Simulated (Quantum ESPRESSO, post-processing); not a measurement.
# SiC(11-20), H on both faces: a series in the number of layers, part 12 of 12

What law, if any, do the results for SiC(11-20), H on both faces follow against the number of layers?

Quantum ESPRESSO 7.5; plane-wave DFT, PBE, GBRV ultrasoft pseudopotentials.

So far. Step 14 (Relaxing the ions, 7 layers): The relaxation lowers the energy by 3 meV an atom. Step 17 (Relaxation with pw.x, 8 layers): The relaxation lowers the energy by 3 meV an atom.

## Step 18: SCF with pw.x, 8 layers

The input, m5.f0.in:

```
&control
  prefix = 'm5.f0'
  outdir = './out'
  pseudo_dir = './pseudo'
  calculation = 'scf'
  tprnfor = .true.
  tefield = .true.
  dipfield = .true.
/
&system
  ibrav = 0
  nat = 40
  ntyp = 3
  ecutwfc = 40
  ecutrho = 200
  occupations = 'smearing'
  smearing = 'fd'
  degauss = 0.002
  edir = 3
  emaxpos = 0.97
  eopreg = 0.04
  eamp = 0.0
  nbnd = 72
/
&electrons
  conv_thr = 1e-09
  mixing_beta = 0.4
  electron_maxstep = 120
  mixing_mode = 'plain'
/
ATOMIC_SPECIES
  H   1.0080  h_pbe_v1.4.uspp.F.UPF
  Si  28.0850  si_pbe_v1.uspp.F.UPF
  C   12.0110  c_pbe_v1.2.uspp.F.UPF
CELL_PARAMETERS angstrom
  5.35374536700000 0.00000000000000 0.00000000000000
  0.00000000000000 5.07286068100000 0.00000000000000
  0.00000000000000 0.00000000000000 29.22734085908922
ATOMIC_POSITIONS crystal
  H   0.204504877000 0.912529798600 0.272626379300
  H   0.795495123000 0.412529798600 0.272626379300
  H   0.240354071300 0.443308369100 0.284934259500
  H   0.759645928700 0.943308369100 0.284934259500
  Si  0.334917941300 0.001699245400 0.315455434700
  Si  0.665082058700 0.501699245400 0.315455434700
  C   0.336927796400 0.372382372300 0.316026594000
  C   0.663072203600 0.872382372300 0.316026594000
  Si  0.834270808700 -0.000463920600 0.367872652600
  Si  0.165729191300 0.499536079400 0.367872652600
  C   0.833626240600 0.374343371400 0.367706849700
  C   0.166373759400 0.874343371400 0.367706849700
  Si  0.333311845200 -0.000953864300 0.420651800500
  Si  0.666688154800 0.499046135700 0.420651800500
  C   0.333288456200 0.374987637700 0.420671832200
  C   0.666711543800 0.874987637700 0.420671832200
  Si  0.833300006500 -0.000920720100 0.473564308200
  Si  0.166699993500 0.499079279900 0.473564308200
  C   0.833317141200 0.374979116800 0.473527740300
  C   0.166682858800 0.874979116800 0.473527740300
  Si  0.333300006500 -0.000920720100 0.526435691800
  Si  0.666699993500 0.499079279900 0.526435691800
  C   0.333317141200 0.374979116800 0.526472259700
  C   0.666682858800 0.874979116800 0.526472259700
  Si  0.833311845200 -0.000953864300 0.579348199500
  Si  0.166688154800 0.499046135700 0.579348199500
  C   0.833288456200 0.374987637700 0.579328167800
  C   0.166711543800 0.874987637700 0.579328167800
  Si  0.334270808700 -0.000463920600 0.632127347400
  Si  0.665729191300 0.499536079400 0.632127347400
  C   0.333626240600 0.374343371400 0.632293150300
  C   0.666373759400 0.874343371400 0.632293150300
  Si  0.834917941300 0.001699245400 0.684544565300
  Si  0.165082058700 0.501699245400 0.684544565300
  C   0.836927796400 0.372382372300 0.683973406000
  C   0.163072203600 0.872382372300 0.683973406000
  H   0.740354071300 0.443308369100 0.715065740500
  H   0.259645928700 0.943308369100 0.715065740500
  H   0.704504877000 0.912529798600 0.727373620700
  H   0.295495123000 0.412529798600 0.727373620700
K_POINTS automatic
  4 4 1 0 0 0
```

Launch:

```
$ OMP_NUM_THREADS=1 mpirun -n 4 pw.x -nk 1 -in m5.f0.in > m5.f0.out
```

The program printed:

```text
[banner, memory and clock lines left out]
Program PWSCF v.7.5 starts
[...]
number of electrons       =       136.00
     number of Kohn-Sham states=           72
     kinetic-energy cutoff     =      40.0000  Ry
     charge density cutoff     =     200.0000  Ry
[...]
number of k points=    10  Fermi-Dirac smearing, width (Ry)=  0.0020
[...]
Dense  grid:   255991 G-vectors     FFT dimensions: (  45,  45, 250)
[...]
negative rho (up, down):  2.415E-03 0.000E+00
[...]
Starting wfcs are  136 randomized atomic wfcs
[...]
negative rho (up, down):  2.040E-03 0.000E+00
[...]
estimated scf accuracy    <       7.49008304 Ry
[...]
negative rho (up, down):  2.336E-03 0.000E+00
[...]
estimated scf accuracy    <       0.41245417 Ry
[...]
negative rho (up, down):  2.670E-03 0.000E+00
[...]
estimated scf accuracy    <       0.10719658 Ry
[...]
negative rho (up, down):  2.923E-03 0.000E+00
[...]
estimated scf accuracy    <       0.03004967 Ry
[...]
negative rho (up, down):  3.017E-03 0.000E+00
[...]
estimated scf accuracy    <       0.00570730 Ry
[...]
negative rho (up, down):  3.064E-03 0.000E+00
[...]
estimated scf accuracy    <       0.00047844 Ry
[...]
negative rho (up, down):  3.093E-03 0.000E+00
[...]
estimated scf accuracy    <       0.00018342 Ry
[...]
negative rho (up, down):  3.110E-03 0.000E+00
[...]
estimated scf accuracy    <       0.00000724 Ry
[...]
negative rho (up, down):  3.120E-03 0.000E+00
[...]
estimated scf accuracy    <       0.00000251 Ry
[...]
negative rho (up, down):  3.126E-03 0.000E+00
[...]
estimated scf accuracy    <       0.00000033 Ry
[...]
negative rho (up, down):  3.130E-03 0.000E+00
[...]
estimated scf accuracy    <       0.00000012 Ry
[...]
negative rho (up, down):  3.132E-03 0.000E+00
[...]
estimated scf accuracy    <       0.00000001 Ry
[...]
negative rho (up, down):  3.133E-03 0.000E+00
[...]
Total length         53.0224 bohr
[...]
estimated scf accuracy    <          1.9E-09 Ry
[...]
negative rho (up, down):  3.135E-03 0.000E+00
[...]
Computed dipole along edir(3) :
        Dipole                0.0001 Ry au,          0.0001 Debye
        Dipole field          0.0000 Ry au,
        Potential amp.       -0.0000 Ry
        Total length         53.0224 bohr
[...]
the Fermi energy is     2.1627 ev
!    total energy              =    -347.20751935 Ry
     estimated scf accuracy    <          5.4E-10 Ry
     smearing contrib. (-TS)   =      -0.00000000 Ry
     internal energy E=F+TS    =    -347.20751935 Ry
[...]
one-electron contribution =   -6601.58262503 Ry
     hartree contribution      =    3346.53276108 Ry
     xc contribution           =    -135.14129338 Ry
     ewald contribution        =    3042.98363798 Ry
     electric field correction =       0.00000000 Ry
     convergence has been achieved in  14 iterations
     negative rho (up, down):  3.135E-03 0.000E+00
[...]
Total force =     0.002376     Total SCF correction =     0.000031
[...]
```

Wall time 4 min (4 MPI ranks of Arm Neoverse V1, shared host); peak memory 1.1 GiB; 16 min of CPU time.

Read from the output:

- free energy: -4723.9990 eV
- Fermi energy: 2.163 eV
- dipole along the normal: 2.08e-5 e·Å
- valence top, on the run's zero: 1.237 eV
- conduction bottom, on the run's zero: 3.934 eV
- gap by band count: 2.697 eV

## Step 19: Ground state, 8 layers: field 0.1 V/Å

m5.f1.in is the input of step 18 with these lines changed:

```diff
@@ -1,3 +1,3 @@
 &control
-  prefix = 'm5.f0'
+  prefix = 'm5.f1'
   outdir = './out'
@@ -21,3 +21,3 @@
   eopreg = 0.04
-  eamp = 0.0
+  eamp = 0.00194469
   nbnd = 72
@@ -29,2 +29,3 @@
   mixing_mode = 'plain'
+  startingpot = 'file'
 /
```

Launch:

```
$ cp -r out/m5.f0.save out/m5.f1.save
$ OMP_NUM_THREADS=1 mpirun -n 4 pw.x -nk 1 -in m5.f1.in > m5.f1.out
```

The program printed:

```text
[banner, memory and clock lines left out]
Program PWSCF v.7.5 starts
[...]
number of electrons       =       136.00
     number of Kohn-Sham states=           72
     kinetic-energy cutoff     =      40.0000  Ry
     charge density cutoff     =     200.0000  Ry
[...]
number of k points=    10  Fermi-Dirac smearing, width (Ry)=  0.0020
[...]
Dense  grid:   255991 G-vectors     FFT dimensions: (  45,  45, 250)
[...]
The initial density is read from file :
[...]
negative rho (up, down):  3.135E-03 0.000E+00
[...]
Starting wfcs are  136 randomized atomic wfcs
[...]
negative rho (up, down):  3.137E-03 0.000E+00
[...]
estimated scf accuracy    <       0.02188907 Ry
[...]
negative rho (up, down):  3.137E-03 0.000E+00
[...]
estimated scf accuracy    <       0.05359735 Ry
[...]
negative rho (up, down):  3.137E-03 0.000E+00
[...]
estimated scf accuracy    <       0.00025954 Ry
[...]
negative rho (up, down):  3.135E-03 0.000E+00
[...]
estimated scf accuracy    <       0.00001251 Ry
[...]
negative rho (up, down):  3.135E-03 0.000E+00
[...]
estimated scf accuracy    <       0.00000444 Ry
[...]
negative rho (up, down):  3.135E-03 0.000E+00
[...]
estimated scf accuracy    <       0.00000027 Ry
[...]
negative rho (up, down):  3.135E-03 0.000E+00
[...]
estimated scf accuracy    <       0.00000007 Ry
[...]
negative rho (up, down):  3.135E-03 0.000E+00
[...]
estimated scf accuracy    <       0.00000001 Ry
[...]
negative rho (up, down):  3.134E-03 0.000E+00
[...]
estimated scf accuracy    <          6.4E-09 Ry
[...]
negative rho (up, down):  3.134E-03 0.000E+00
[...]
estimated scf accuracy    <          1.1E-09 Ry
[...]
negative rho (up, down):  3.134E-03 0.000E+00
[...]
Computed dipole along edir(3) :
        Dipole                0.3400 Ry au,          0.8642 Debye
        Dipole field          0.0008 Ry au,
        E field amplitude [Ha a.u.]:  1.9447E-03
        Potential amp.        0.1216 Ry
        Total length         53.0224 bohr
[...]
the Fermi energy is     2.1721 ev
!    total energy              =    -347.20818108 Ry
     estimated scf accuracy    <          6.9E-10 Ry
     smearing contrib. (-TS)   =      -0.00000000 Ry
     internal energy E=F+TS    =    -347.20818108 Ry
[...]
one-electron contribution =   -6601.57976796 Ry
     hartree contribution      =    3346.53018077 Ry
     xc contribution           =    -135.14118070 Ry
     ewald contribution        =    3042.98363798 Ry
     electric field correction =      -0.00105118 Ry
     convergence has been achieved in  11 iterations
     negative rho (up, down):  3.134E-03 0.000E+00
[...]
Total force =     0.008986     Total SCF correction =     0.000085
[...]
```

Elapsed: 3.7 min, on 4 MPI ranks; peak memory 1.5 GiB; 15 min of CPU time.

Numbers from this step:

| Item | Value |
| --- | --- |
| free energy | -4724.0080 eV |
| Fermi energy | 2.172 eV |
| dipole along the normal | 0.1799 e·Å |
| valence top, on the run's zero | 1.257 eV |
| conduction bottom, on the run's zero | 3.947 eV |
| gap by band count | 2.690 eV |

## Step 20: The series side by side

The series in one table:

| the number of layers | energy (eV) | gap along the path (eV) | vacuum level over the valence top of the mesh (eV) | dipole at 0.1 V/Å (e Å) | 4πα/A (Å) |
| --- | --- | --- | --- | --- | --- |
| 3 layers | -1850.9060 | 3.698 | 5.524 | 0.08065 | 5.374 |
| 4 layers | -2425.5253 | 3.435 | 5.299 | 0.1005 | 6.699 |
| 5 layers | -3000.1431 | 3.089 | 5.166 | 0.1203 | 8.016 |
| 6 layers | -3574.7622 | 2.876 | 5.089 | 0.1403 | 9.351 |
| 7 layers | -4149.3804 | 2.814 | 5.038 | 0.1603 | 10.68 |
| 8 layers | -4723.9991 | 2.697 | 5.005 | 0.1799 | 11.99 |

## Step 21: A check by hand

4πα/A grows by 0.855 Å for each Å of thickness (clamped-ion); 1 − 1/ε = 0.855 gives ε = 6.9.

## Step 22: Summary of results

* clamped-ion ε from the slope of 4πα/A against thickness: 6.9
* gap at 8 layers: 2.70 eV

**Reading.** The series holds 6 members; clamped-ion ε from the slope of 4πα/A against thickness: 6.9; gap at 8 layers: 2.70 eV (PBE, GBRV ultrasoft). So near one, the clamped-ion slope is touchy: 0.01 in it moves ε by 0.5. The gap goes from 3.70 to 2.70 eV as the slab grows from 5.6 to 13.3 Å; the bulk has 2.39 eV on its mesh, and the excess falls as thickness to the power -1.7. Semilocal gaps are too small; no spin-orbit coupling; every broken bond is capped, which crowds large atoms; the ions are held in the field.

[Logs are printed without paths, hosts, clocks, repeated set-up lines and the standing remarks that a program may print on its own settings, such as how far it seeks lower states.]

[Hosts, paths, dates, database ids (printed as entryN), source tags and the programs' standing remarks are cut or masked in the printed files.]

[Maps of the electrostatic potential energy from Ansatz leave out the sawtooth potential of an applied field or a dipole correction, so their vacuum need not be flat; planar profiles and work functions include it.]
